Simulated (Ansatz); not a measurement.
# BaZrO3 (Pm-3m): zone-centre modes under pressure

Wanted: Grüneisen parameters and pressure coefficients of the modes of BaZrO3 (Pm-3m).

Calculated with Ansatz 0.2.0; DFT LDA, scalar-relativistic, plane waves, PAW; PAW set soft_1.

Report form: the programs' logs are mostly left out.

### Step 1. The starting structure

It takes space group Pm-3m (No. 221, cubic). Conventional cell: a = 4.191 Å, b = 4.191 Å, c = 4.191 Å, α = 90.00°, β = 90.00°, γ = 90.00°. Nearest to O lie 2 Zr at 2.10 Å and 4 Ba at 2.96 Å. Zr has 6 O at 2.10 Å nearest. Nearest to Ba lie 12 O at 2.96 Å. Farther neighbours and most contacts between anions are not listed.

### Step 2. Relaxation

Harmonic phonons are second derivatives at a point where the forces vanish, and they are wanted at zero stress, so atoms and cell are relaxed first.

Input file input.yaml:

```yaml
crystal:
  lattice:
    - [4.19134, 0.0, 0.0]
    - [0.0, 4.19134, 0.0]
    - [0.0, 0.0, 4.19134]
  atoms:
    - { symbol: O, position: [0.0, 0.5, 0.5] }
    - { symbol: O, position: [0.5, 0.0, 0.5] }
    - { symbol: O, position: [0.5, 0.5, 0.0] }
    - { symbol: Zr, position: [0.5, 0.5, 0.5] }
    - { symbol: Ba, position: [0.0, 0.0, 0.0] }
kpoints:
  mp_grid: { grid: [6, 6, 6] }
hamiltonian:
  xc: lda
  pseudopotentials: { kind: paw, azcp: { folder: soft_1 }, xc_functional: pbe }
scf:
  occupations: { method: gaussian, width: 0.02 }
output:
  forces: true
  stress: true
  eigenvalues: true
relax:
  adjacent_minimum: "off"
  f_tol: 0.005
  max_steps: 80
  cell: { stress_tol: 0.05 }
```

Run with:

```bash
$ ansatz run input.yaml --threads 8 --pin off --max-ram 16384MiB --backend cpu --events-out ev --progress --plain --runs-dir out
```

It took 2.9 s on 8 threads of Intel Xeon at 2.60GHz (Ice Lake), shared host; peak memory 0.53 GiB; 16 s of CPU time.

Step by step:

| step | energy less that of the first step (eV) | largest force component (eV/Å) | pressure (GPa) | volume (Å³) |
| --- | --- | --- | --- | --- |
| 1 | 0.0000 | 0.0000 | -5.16 | 73.63 |
| 2 | -0.0344 | 0.0000 | 3.20 | 70.17 |
| 3 | -0.0428 | 0.0000 | -0.15 | 71.45 |
| 4 | -0.0430 | 0.0000 | 0.00 | 71.39 |
| 5* | -0.0379 | 0.0000 | -0.12 | 71.39 |
| 6 | -0.0380 | 0.0000 | 0.00 | 71.35 |
| 7* | -0.0380 | 0.0000 | 0.00 | 71.35 |

Relaxation steps marked * repeat the geometry before them on a plane-wave basis chosen anew for their cell, so energy and pressure can jump there.

The run keeps the 48 symmetry operations that it works with, so distortions that break them were not tested.

| conventional cell, symmetrised | before | after | change |
| --- | --- | --- | --- |
| a (Å) | 4.191 | 4.148 | -1.0 % |
| b (Å) | 4.191 | 4.148 | -1.0 % |
| c (Å) | 4.191 | 4.148 | -1.0 % |
| volume (Å³/atom) | 14.73 | 14.27 | -3.1 % |

The relaxed structure:

```xyz
5
Lattice="4.1475 0.0000 0.0000 0.0000 4.1475 0.0000 0.0000 0.0000 4.1475" Properties=species:S:1:pos:R:3 pbc="T T T"
O     0.0000    2.0738    2.0738
O     2.0738    0.0000    2.0738
O     2.0738    2.0738    0.0000
Zr    2.0738    2.0738    2.0738
Ba    0.0000    0.0000    0.0000
```

Numbers from this step:

* pressure: -0.001789 GPa
* gap on the k-mesh: 3.205 eV
* volume per atom: 14.27 Å³

In this step the volume went from 14.73 to 14.27 Å³/atom.

### Step 3. Tight relaxation

Phonons need small forces and stress, so the relaxation is finished with tight tolerances on 8×8×8 k points.

input.yaml, the sections that differ from step 2:

```yaml
crystal:
  lattice:
    - [4.1475187852, 0.0, 0.0]
    - [0.0, 4.1475187852, 0.0]
    - [0.0, 0.0, 4.1475187852]
  atoms:
    - { symbol: O, position: [0.0, 0.5, 0.5] }
    - { symbol: O, position: [0.5, 0.0, 0.5] }
    - { symbol: O, position: [0.5, 0.5, 0.0] }
    - { symbol: Zr, position: [0.5, 0.5, 0.5] }
    - { symbol: Ba, position: [0.0, 0.0, 0.0] }
kpoints:
  mp_grid: { grid: [8, 8, 8] }
scf:
  occupations: { method: fixed }
relax:
  adjacent_minimum: "off"
  f_tol: 0.001
  max_steps: 60
  cell: { stress_tol: 0.01 }
# hamiltonian, output: as in step 2
```

Wall time 1.2 s (8 threads); peak memory 0.54 GiB.

Little changed from the start: no atom moved by 0.005 Å and no cell edge by 0.1 %.

This step gave:

- pressure: -0.004301 GPa

The forces vanish by symmetry and the pressure is -0.004 GPa, within the tolerances set. The cell now holds 14.27 Å³/atom.

### Step 4. Modes at rest

The modes at rest are the reference of the series, and the response to a field gives the dielectric tensor and the Born charges.

Changes to input.yaml since step 3:

```diff
@@ -19,9 +19,7 @@
 output:
-  forces: true
-  stress: true
   eigenvalues: true
-relax:
-  adjacent_minimum: "off"
-  f_tol: 0.001
-  max_steps: 60
-  cell: { stress_tol: 0.01 }
+phonons:
+  method: dfpt
+  dielectric: true
+  rigid_motions: translations
+  raman: true
```

The job ended after 54 s (8 threads; peak memory 1.9 GiB).

This step gave:

* sum-rule residual before enforcement: 1.10e-4 eV/Å²
* miss of the charge sum rule: 1.17e-5 e
* point group: m-3m
* highest optical mode at the zone centre (no LO-TO term): 524.9 cm⁻¹
* lowest optical zone-centre mode: 92.36 cm⁻¹
* mean high-frequency dielectric constant: 4.909
* largest Born charge (third of the trace): 6.100 e
* mean static dielectric constant: 70.33
* top of the zone-centre spectrum with the field: 713.6 cm⁻¹

Without the LO-TO term. Patterns of degenerate modes are one choice out of their space. Modes at Γ, with each element's share of the kinetic energy:

| mode | frequency (cm⁻¹) | symmetry | O % | Zr % | Ba % |
| --- | --- | --- | --- | --- | --- |
| 1 | 0.0 | acoustic | 17 | 33 | 50 |
| 2 | 0.0 | acoustic | 17 | 33 | 50 |
| 3 | 0.0 | acoustic | 17 | 33 | 50 |
| 4 | 92.4 | T1u | 51 | 8 | 41 |
| 5 | 92.4 | T1u | 51 | 8 | 41 |
| 6 | 92.4 | T1u | 51 | 8 | 41 |
| 7 | 168.5 | T2u | 100 | 0 | 0 |
| 8 | 168.5 | T2u | 100 | 0 | 0 |
| 9 | 168.5 | T2u | 100 | 0 | 0 |
| 10 | 192.8 | T1u | 35 | 56 | 9 |
| 11 | 192.8 | T1u | 35 | 56 | 9 |
| 12 | 192.8 | T1u | 35 | 56 | 9 |
| 13 | 524.9 | T1u | 97 | 3 | 0 |
| 14 | 524.9 | T1u | 97 | 3 | 0 |
| 15 | 524.9 | T1u | 97 | 3 | 0 |

Displacements in mode 4 (92.4 cm⁻¹), the largest set to 1:
```
O1  -0.57  0.64 -0.94
O2  -1.00  0.37 -0.94
O3  -1.00  0.64 -0.54
Zr4 -0.26  0.16 -0.24
Ba5  0.47 -0.30  0.44
```

Displacements in mode 15 (524.9 cm⁻¹), the largest set to 1:
```
O1   0.00  0.01 -0.25
O2   0.00 -0.05 -0.25
O3   0.00  0.01  1.00
Zr4  0.00  0.00 -0.07
Ba5  0.00  0.00 -0.01
```

Optical modes at the zone centre, without and with the macroscopic field of the longitudinal modes; each column is sorted by frequency, so a row need not hold one and the same mode. Modes with and without the field, by row:

| rank among optical modes | no field (cm⁻¹) | q along (1, 0, 0) (cm⁻¹) |
| --- | --- | --- |
| 1 | 92.4 | 92.4 |
| 2 | 92.4 | 92.4 |
| 3 | 92.4 | 136.4 |
| 4 | 168.5 | 168.5 |
| 5 | 168.5 | 168.5 |
| 6 | 168.5 | 168.5 |
| 7 | 192.8 | 192.8 |
| 8 | 192.8 | 192.8 |
| 9 | 192.8 | 363.5 |
| 10 | 524.9 | 524.9 |
| 11 | 524.9 | 524.9 |
| 12 | 524.9 | 713.6 |

Born charge (rows field, columns displacement) (e), principal values of the symmetric part by kind of site:

| atom | atoms with these values | low | middle | high | mean |
| --- | --- | --- | --- | --- | --- |
| O1 | 3 | -4.79 | -2.03 | -2.03 | -2.95 |
| Zr4 | 1 | 6.10 | 6.10 | 6.10 | 6.10 |
| Ba5 | 1 | 2.75 | 2.75 | 2.75 | 2.75 |

In full for Zr4:

```
6.10 0.00 0.00
0.00 6.10 0.00
0.00 0.00 6.10
```

High-frequency dielectric tensor:

```
4.91 0.00 0.00
0.00 4.91 0.00
0.00 0.00 4.91
```

Static dielectric tensor (ions relaxed, fixed cell):

```
70.33  0.00  0.00
 0.00 70.33  0.00
 0.00  0.00 70.33
```

Transverse modes. Lines of the infrared spectrum (strongest = 100):

| position (cm⁻¹) | label | relative intensity |
| --- | --- | --- |
| 92 | T1u | 60 |
| 168 | T2u | 0.0 |
| 193 | T1u | 90 |
| 525 | T1u | 100 |

Before it was imposed, the acoustic sum rule was missed by 1.1e-4 eV/Å² and the charge sum rule by 1.2e-5 e. Small misses are needed for a sound result but don't prove that mesh and cutoff are converged. The lowest optical mode is real, 92.4 cm⁻¹.

### Step 5. Ground state of a member: 1.06 times the volume at rest

The cell is set to 1.06 times the volume at rest; symmetry leaves nothing else free, so this is a single point.

input.yaml, the sections that differ from step 4:

```yaml
crystal:
  lattice:
    - [4.2288633346, 0.0, 0.0]
    - [0.0, 4.2288633346, 0.0]
    - [0.0, 0.0, 4.2288633346]
  atoms:
    - { symbol: O, position: [0.0, 0.5, 0.5] }
    - { symbol: O, position: [0.5, 0.0, 0.5] }
    - { symbol: O, position: [0.5, 0.5, 0.0] }
    - { symbol: Zr, position: [0.5, 0.5, 0.5] }
    - { symbol: Ba, position: [0.0, 0.0, 0.0] }
output:
  forces: true
  stress: true
  eigenvalues: true
# kpoints, hamiltonian, scf: as in step 4
# phonons: removed
```

Run time: 0.68 s. Hardware: 8 threads; peak memory 0.5 GiB; 3.6 s of CPU time.

Numbers from this step:

- pressure: -8.979 GPa
- gap on the k-mesh: 3.078 eV
- volume per atom: 15.13 Å³

The forces vanish by symmetry, at a pressure of -8.98 GPa.

### Step 6. Zone-centre modes of the member: 1.06 times the volume at rest

The zone-centre modes follow for 1.06 times the volume at rest, with the response to a field.

Changes to input.yaml since step 5:

```diff
@@ -19,4 +19,6 @@
 output:
-  forces: true
-  stress: true
   eigenvalues: true
+phonons:
+  method: dfpt
+  dielectric: true
+  rigid_motions: translations
```

The job ended after 26 s (8 threads; peak memory 1.7 GiB).

Numbers from this step:

```
sum-rule residual before enforcement                    : 8.61e-5 eV/Å²
miss of the charge sum rule                             : 3.77e-6 e
highest optical mode at the zone centre (no LO-TO term) : 450.7 cm⁻¹
lowest optical zone-centre mode                         : 62.43 cm⁻¹
mean high-frequency dielectric constant                 : 4.912
largest Born charge (third of the trace)                : 6.098 e
mean static dielectric constant                         : 139.5
top of the zone-centre spectrum with the field          : 642.8 cm⁻¹
```

Without the LO-TO term. Patterns of degenerate modes are one choice out of their space. The modes at Γ (shares of kinetic energy by element, %):

| mode | frequency (cm⁻¹) | symmetry | O % | Zr % | Ba % |
| --- | --- | --- | --- | --- | --- |
| 1 | 0.0 | acoustic | 17 | 33 | 50 |
| 2 | 0.0 | acoustic | 17 | 33 | 50 |
| 3 | 0.0 | acoustic | 17 | 33 | 50 |
| 4 | 62.4 | T1u | 52 | 7 | 41 |
| 5 | 62.4 | T1u | 52 | 7 | 41 |
| 6 | 62.4 | T1u | 52 | 7 | 41 |
| 7 | 177.8 | T1u | 31 | 60 | 9 |
| 8 | 177.8 | T1u | 31 | 60 | 9 |
| 9 | 177.8 | T1u | 31 | 60 | 9 |
| 10 | 182.2 | T2u | 100 | 0 | 0 |
| 11 | 182.2 | T2u | 100 | 0 | 0 |
| 12 | 182.2 | T2u | 100 | 0 | 0 |
| 13 | 450.7 | T1u | 100 | 0 | 0 |
| 14 | 450.7 | T1u | 100 | 0 | 0 |
| 15 | 450.7 | T1u | 100 | 0 | 0 |

Displacements in mode 5 (62.4 cm⁻¹), the largest set to 1:
```
O1   0.05 -0.12 -1.00
O2   0.08 -0.08 -1.00
O3   0.08 -0.12 -0.68
Zr4  0.02 -0.03 -0.25
Ba5 -0.04  0.06  0.48
```

Displacements in mode 10 (182.2 cm⁻¹), the largest set to 1:
```
O1   0.00 -0.54 -0.22
O2   1.00  0.00  0.22
O3  -1.00  0.54  0.00
Zr4  0.00  0.00  0.00
Ba5  0.00  0.00  0.00
```

Transverse modes. Infrared lines, with heights relative to the strongest:

| position (cm⁻¹) | label | relative intensity |
| --- | --- | --- |
| 62 | T1u | 58 |
| 178 | T1u | 100 |
| 182 | T2u | 0.0 |
| 451 | T1u | 55 |

Without the LO-TO term the lowest optical mode is real, 62.4 cm⁻¹, and the highest lies at 450.7 cm⁻¹.

For the highest optical mode at the zone centre (no LO-TO term), step 4 gave 525 cm⁻¹; this run, with volume ratio 1.06, gives 451 cm⁻¹ (-14 %).

### Step 7. Ground state of a member: 0.9 times the volume at rest

The cell is set to 0.9 times the volume at rest; symmetry leaves nothing else free, so this is a single point.

input.yaml, the sections that differ from step 6:

```yaml
crystal:
  lattice:
    - [4.0043853596, 0.0, 0.0]
    - [0.0, 4.0043853596, 0.0]
    - [0.0, 0.0, 4.0043853596]
  atoms:
    - { symbol: O, position: [0.0, 0.5, 0.5] }
    - { symbol: O, position: [0.5, 0.0, 0.5] }
    - { symbol: O, position: [0.5, 0.5, 0.0] }
    - { symbol: Zr, position: [0.5, 0.5, 0.5] }
    - { symbol: Ba, position: [0.0, 0.0, 0.0] }
output:
  forces: true
  stress: true
  eigenvalues: true
# kpoints, hamiltonian, scf: as in step 6
# phonons: removed
```

The job ended after 0.62 s (8 threads; peak memory 0.51 GiB; 3.1 s of CPU time).

Numbers from this step:

| Item | Value |
| --- | --- |
| pressure | 23.24 GPa |
| gap on the k-mesh | 3.352 eV |
| volume per atom | 12.84 Å³ |

The forces vanish by symmetry, at a pressure of 23.24 GPa.

### Step 8. Zone-centre modes of the member: 0.9 times the volume at rest

The zone-centre modes follow for 0.9 times the volume at rest, with the response to a field.

Changes to input.yaml since step 7:

```diff
@@ -19,4 +19,6 @@
 output:
-  forces: true
-  stress: true
   eigenvalues: true
+phonons:
+  method: dfpt
+  dielectric: true
+  rigid_motions: translations
```

The job ended after 22 s (8 threads; peak memory 1.4 GiB).

Numbers from this step:

```yaml
sum_rule_residual_before_enforcement: 3.33e-5 eV/Å²
miss_of_the_charge_sum_rule: 1.85e-5 e
highest_optical_mode_at_the_zone_centre_no_lo_to_term: 675.7 cm⁻¹
lowest_optical_zone_centre_mode: 111.1 cm⁻¹
mean_high_frequency_dielectric_constant: 4.946
largest_born_charge_third_of_the_trace: 6.138 e
mean_static_dielectric_constant: 75.69
top_of_the_zone_centre_spectrum_with_the_field: 849.9 cm⁻¹
```

Without the LO-TO term. Patterns of degenerate modes are one choice out of their space. Modes at Γ, with each element's share of the kinetic energy:

| mode | frequency (cm⁻¹) | symmetry | O % | Zr % | Ba % |
| --- | --- | --- | --- | --- | --- |
| 1 | 0.0 | acoustic | 17 | 33 | 50 |
| 2 | 0.0 | acoustic | 17 | 33 | 50 |
| 3 | 0.0 | acoustic | 17 | 33 | 50 |
| 4 | 111.1 | T1u | 84 | 2 | 15 |
| 5 | 111.1 | T1u | 84 | 2 | 15 |
| 6 | 111.1 | T1u | 84 | 2 | 15 |
| 7 | 113.8 | T2u | 100 | 0 | 0 |
| 8 | 113.8 | T2u | 100 | 0 | 0 |
| 9 | 113.8 | T2u | 100 | 0 | 0 |
| 10 | 168.5 | T1u | 6 | 59 | 36 |
| 11 | 168.5 | T1u | 6 | 59 | 35 |
| 12 | 168.5 | T1u | 6 | 59 | 36 |
| 13 | 675.7 | T1u | 93 | 7 | 0 |
| 14 | 675.7 | T1u | 93 | 7 | 0 |
| 15 | 675.7 | T1u | 93 | 7 | 0 |

Transverse modes. Lines of the infrared spectrum (strongest = 100):

| position (cm⁻¹) | label | relative intensity |
| --- | --- | --- |
| 111 | T1u | 83 |
| 114 | T2u | 0.0 |
| 168 | T1u | 6.2 |
| 676 | T1u | 100 |

Without the LO-TO term the lowest optical mode is real, 111 cm⁻¹, and the highest lies at 675.7 cm⁻¹.

For the highest optical mode at the zone centre (no LO-TO term), step 4 gave 525 cm⁻¹; this run, with volume ratio 0.9, gives 676 cm⁻¹ (+29 %).

### Step 9. The series together

The members are set side by side, also those not shown above.

Each row is one cell with its response, relaxed at fixed volume as far as symmetry leaves anything free; energies are extrapolated to zero smearing, and E0 is that at rest; shape and atoms are relaxed in each cell where symmetry leaves them free. State of the crystal along the series:

| volume ratio | V (Å³/atom) | pressure (GPa) | E - E0 (meV/atom) | gap on mesh (eV) | ε∞ | ε0 | largest Born charge in size, a third of the trace (e) | top mode with the field, highest of q along x, y and z (cm⁻¹) |
| --- | --- | --- | --- | --- | --- | --- | --- | --- |
| 0.9 | 12.84 | 23.24 | 94.18 | 3.352 | 4.946 | 75.69 | 6.138 | 849.9 |
| 0.92 | 13.13 | 17.53 | 57.95 | 3.364 | 4.934 | 64.28 | 6.127 | 820.6 |
| 0.94 | 13.41 | 12.41 | 31.38 | 3.331 | 4.924 | 60.52 | 6.117 | 792.4 |
| 0.96 | 13.7 | 7.819 | 13.42 | 3.29 | 4.917 | 60.66 | 6.109 | 765.2 |
| 0.98 | 13.98 | 3.696 | 3.219 | 3.248 | 4.912 | 63.78 | 6.104 | 738.9 |
| 0.99 | 14.13 | 1.796 | 0.7733 | 3.227 | 4.91 | 66.59 | 6.102 | 726.1 |
| 1 | 14.27 | -0.004301 | 0 | 3.205 | 4.909 | 70.33 | 6.1 | 713.6 |
| 1.02 | 14.55 | -3.324 | 3.001 | 3.163 | 4.908 | 81.3 | 6.098 | 689.1 |
| 1.04 | 14.84 | -6.304 | 11.62 | 3.121 | 4.909 | 101 | 6.097 | 665.6 |
| 1.06 | 15.12 | -8.979 | 25.28 | 3.078 | 4.912 | 139.5 | 6.098 | 642.8 |

Without the LO-TO term; each mode is tracked from rest by its pattern, and modes that stay within 0.3 cm⁻¹ of each other stand once; shape and atoms are relaxed in each cell where symmetry leaves them free. Optical modes along the series:

| V (Å³/atom) | mode 4 T1u (cm⁻¹) | mode 7 T2u (cm⁻¹) | mode 10 T1u (cm⁻¹) | mode 13 T1u (cm⁻¹) |
| --- | --- | --- | --- | --- |
| 12.84 | 111.1 | 113.8 | 168.5 | 675.7 |
| 13.13 | 116 | 130.7 | 174.2 | 643.4 |
| 13.41 | 113.4 | 143.6 | 181.6 | 612.1 |
| 13.7 | 107.6 | 153.8 | 187.7 | 581.9 |
| 13.98 | 100.5 | 161.9 | 191.5 | 552.8 |
| 14.13 | 96.51 | 165.4 | 192.5 | 538.7 |
| 14.27 | 92.36 | 168.5 | 192.8 | 524.9 |
| 14.55 | 83.66 | 174 | 191.2 | 498.5 |
| 14.84 | 73.79 | 178.5 | 186.3 | 473.7 |
| 15.12 | 62.43 | 182.2 | 177.8 | 450.7 |

From cubic fits (parabolas where under five rows exist) of ln ω and P against ln V through the rows within about 4 % of rest: γ = −d ln ω / d ln V and dω/dP = γ ω / B. Slopes at rest:

| mode | fitted frequency at rest (cm⁻¹) | Grüneisen parameter γ | dω/dP (cm⁻¹/GPa) |
| --- | --- | --- | --- |
| mode 4 T1u | 92.5 | 4.54 | 2.39 |
| mode 7 T2u | 168.6 | -1.78 | -1.71 |
| mode 10 T1u | 192.8 | 0.03 | 0.04 |
| mode 13 T1u | 524.9 | 2.59 | 7.76 |

### Step 10. Outcome

| Property | Result |
| --- | --- |
| members | 10 |
| highest optical mode at the zone centre (no LO-TO term), at rest | 524.9 cm⁻¹ |
| bulk modulus at rest | 175 GPa |
| mode 4 T1u, γ | 4.54 |
| mode 7 T2u, γ | -1.78 |
| mode 10 T1u, γ | 0.03 |
| mode 13 T1u, γ | 2.59 |

**Reading.** The series spans -9.0 to 23.2 GPa, and the slope at rest gives a bulk modulus of 175 GPa. Among the modes in the table of slopes γ runs from -1.78 (mode 7 T2u) to 4.54 (mode 4 T1u). A negative γ means that the mode softens under pressure. ε∞ is 4.91 at rest, with d ln ε∞ / d ln V = -0.02. One k mesh and one cutoff serve the ground states and modes of all volumes; the field response picks its own mesh. These are harmonic frequencies at zero temperature: anharmonic shifts, linewidths and thermal expansion are left out. Spin-orbit coupling is left out, which can matter for the heavy elements here. The PAW files were made for PBE; the program adapts parts of them to the functional of the run, but their partial waves stay those of PBE, an approximation that was not tested in this session. Only the zone centre was solved, so an instability at another wavevector cannot show here.

[Logs are printed without paths, hosts, clocks, repeated set-up lines and the standing remarks that a program may print on its own settings, such as how far it seeks lower states.]

[Hosts, paths, dates, database ids (printed as entryN), source tags and the programs' standing remarks are cut or masked in the printed files.]
